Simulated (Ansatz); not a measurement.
## AgI2 (P-4m2): how robust is the cRPA U?

What does U in AgI2 (P-4m2) depend on besides the window?

Program: Ansatz 0.2.0. Level of theory: constrained RPA on LDA, plane waves, PAW. Results are calculated unless marked as measured.

This is a report of a sequence of runs, with most program output left out.

## 1. The structure

Symmetry: P-4m2, No. 115, tetragonal system. The conventional cell has a = 4.286 Å, b = 4.286 Å, c = 6.355 Å, α = 90.00°, β = 90.00°, γ = 90.00°. Ag has 4 I at 2.78 Å nearest. I has 2 Ag at 2.78 Å nearest. Farther neighbours and most contacts between anions are not listed.

The cell and positions are those that the Materials Project relaxed with its own functionals (PBE, PBE+U or r2SCAN), kept fixed. Spin-orbit coupling is left out unless a step names it. The default PAW set here is soft_2. Its files were made with PBE.

## 2. Base: Ag d + anion p, bands v11 to v1, 4×4×4 mesh, medium accuracy

Constrained RPA screens the interaction with every transition except those inside the target bands, which a later many-body model would treat itself.

input.yaml reads:

```yaml
crystal:
  lattice:
    - [0.0, -3.03046733, 3.03046733]
    - [0.0, -3.03046733, -3.03046733]
    - [6.354781, 0.0, 0.0]
  atoms:
    - { symbol: Ag, position: [0.0, 0.0, 0.5] }
    - { symbol: I, position: [0.5, 0.0, 0.777762] }
    - { symbol: I, position: [0.0, 0.5, 0.222238] }
kpoints:
  mp_grid: { grid: [8, 8, 4] }
hamiltonian:
  xc: lda
scf:
  occupations: { method: gaussian, width: 0.08 }
  n_extra_bands: 19
  max_iter: 150
output:
  crpa:
    kmesh: [4, 4, 4]
    target_bands: [v11, v1]
    projections: [{ species: Ag, l: d, shell: 4 }, { species: I, l: p, shell: 5 }]
  local_orbitals:
    kmesh: [8, 8, 8]
    orbitals: [{ species: Ag, l: d, shell: 4 }, { species: I, l: p, shell: 5 }]
    window: { bands: [v11, v1] }
    seedname: lo
```

Started as:

```bash
$ ansatz run input.yaml --threads 4 --pin off --max-ram 9216MiB --backend cpu --events-out ev --progress --plain --runs-dir out
```

The job ended after 14 min (4 threads of Arm Neoverse V2, shared host; peak memory 0.9 GiB).

Numbers from this step:

* U: 6.567 eV
* U prime (inter-orbital): 5.477 eV
* J: 0.5470 eV
* bare V: 18.64 eV
* bare J: 0.7098 eV
* stated bound on U: 0.02468 eV
* U over bare V: 0.3523
* electrons in the window: 21.00
* head of the constrained inverse dielectric matrix: 0.2843
* least eigenvalue of the projection's overlap: 0.6523
* target functions: 11
* bands in the sums: 54
* r.m.s. miss of the model bands: 4.35e-4 eV
* width of the target bands: 4.595 eV
* weight of the projected orbitals in the window: 0.9634

On the Ag d shell, screening brings the on-site interaction from 18.6 eV down to U = 6.57 eV.

## 3. Changed: 4×4×2 mesh

input.yaml, the sections that differ from step 2:

```yaml
output:
  crpa:
    kmesh: [4, 4, 2]
    target_bands: [v11, v1]
    projections: [{ species: Ag, l: d, shell: 4 }, { species: I, l: p, shell: 5 }]
# crystal, kpoints, hamiltonian, scf: as in step 2
```

Run time: 4 min. Hardware: 4 threads; peak memory 0.81 GiB; 16 min of CPU time.

This step gave:

- U: 6.558 eV
- U prime (inter-orbital): 5.468 eV
- J: 0.5470 eV
- bare V: 18.65 eV
- bare J: 0.7098 eV
- stated bound on U: 0.02406 eV
- U over bare V: 0.3517
- electrons in the window: 21
- head of the constrained inverse dielectric matrix: 0.2852
- least eigenvalue of the projection's overlap: 0.6523
- target functions: 11
- bands in the sums: 54
- width of the target bands: 4.595 eV
- weight of the projected orbitals in the window: 0.9634

On the Ag d shell, screening brings the on-site interaction from 18.6 eV down to U = 6.56 eV.

## 4. Changed: 2×2×2 mesh

Changes to input.yaml since step 3:

```diff
@@ -19,3 +19,3 @@
   crpa:
-    kmesh: [4, 4, 2]
+    kmesh: [2, 2, 2]
     target_bands: [v11, v1]
```

The job ended after 47 s (4 threads; peak memory 0.76 GiB; 3 min of CPU time).

Numbers from this step:

```yaml
u: 6.338 eV
u_prime_inter_orbital: 5.251 eV
j: 0.5459 eV
bare_v: 18.67 eV
bare_j: 0.7090 eV
stated_bound_on_u: 0.02250 eV
u_over_bare_v: 0.3395
electrons_in_the_window: 21.00
head_of_the_constrained_inverse_dielectric_matrix: 0.2280
least_eigenvalue_of_the_projection_s_overlap: 0.6523
target_functions: 11
bands_in_the_sums: 54
width_of_the_target_bands: 4.595 eV
weight_of_the_projected_orbitals_in_the_window: 0.9634
```

On the Ag d shell, screening brings the on-site interaction from 18.7 eV down to U = 6.34 eV.

## 5. Changed: orbitals of another atom

Changes to input.yaml since step 4:

```diff
@@ -19,4 +19,4 @@
   crpa:
-    kmesh: [2, 2, 2]
+    kmesh: [4, 4, 4]
     target_bands: [v11, v1]
-    projections: [{ species: Ag, l: d, shell: 4 }, { species: I, l: p, shell: 5 }]
+    projections: [{ species: I, l: p }]
```

It took 0.11 s on 4 threads; peak memory 0.086 GiB.

The program refused the input before any cycle.

The program's message: “Error: invalid value for `output.crpa.projections`: 6 orbital(s) selected but the target window spans 11 band(s); name one orbital per band of it”

The fault put into this input: trial orbitals that do not match the target bands.

## 6. Side by side

Times are wall times on 4 threads of Arm Neoverse V2, shared host, good to a factor of about two.

```
          run  bare V (eV)  U (eV)  J (eV)  bound on U (eV)  width (eV)    time
target window        18.64   6.567   0.547           0.0247        4.60  14 min
   4×4×2 mesh        18.65   6.558   0.547           0.0241        4.60   4 min
   2×2×2 mesh        18.67   6.338   0.546           0.0225        4.60    47 s
```

## 7. Outcome

```yaml
target_window: U 6.57 eV, J 0.55 eV
4x4x2_mesh: U 6.56 eV, J 0.55 eV
2x2x2_mesh: U 6.34 eV, J 0.55 eV
```

4×4×2 mesh moves U by −0.01 eV (within the solver's bounds, for the mean over orbitals) at 0.28 times the time. 2×2×2 mesh moves U by −0.23 eV at 0.055 times the time. The printed bound covers the solver alone, not the mesh, and no denser mesh than the base was run. The parent state is non-magnetic and the interaction static (zero frequency); U depends on the window and the orbitals, so it belongs to this model alone. A window that holds the anion p bands defines a model with explicit ligands; its U belongs to that model and is not the U of DFT+U.

[Paths, hosts, dates, memory and timing lines, banners, echoed tables and standing remarks are left out of the program output.]

[Logs are printed without paths, hosts, clocks, repeated set-up lines and the standing remarks that a program may print on its own settings, such as how far it seeks lower states.]

[Runs of the session that timed out or met a known fault of the program may be left out.]

[Hosts, paths, dates, database ids (printed as entryN), source tags and the programs' standing remarks are cut or masked in the printed files.]
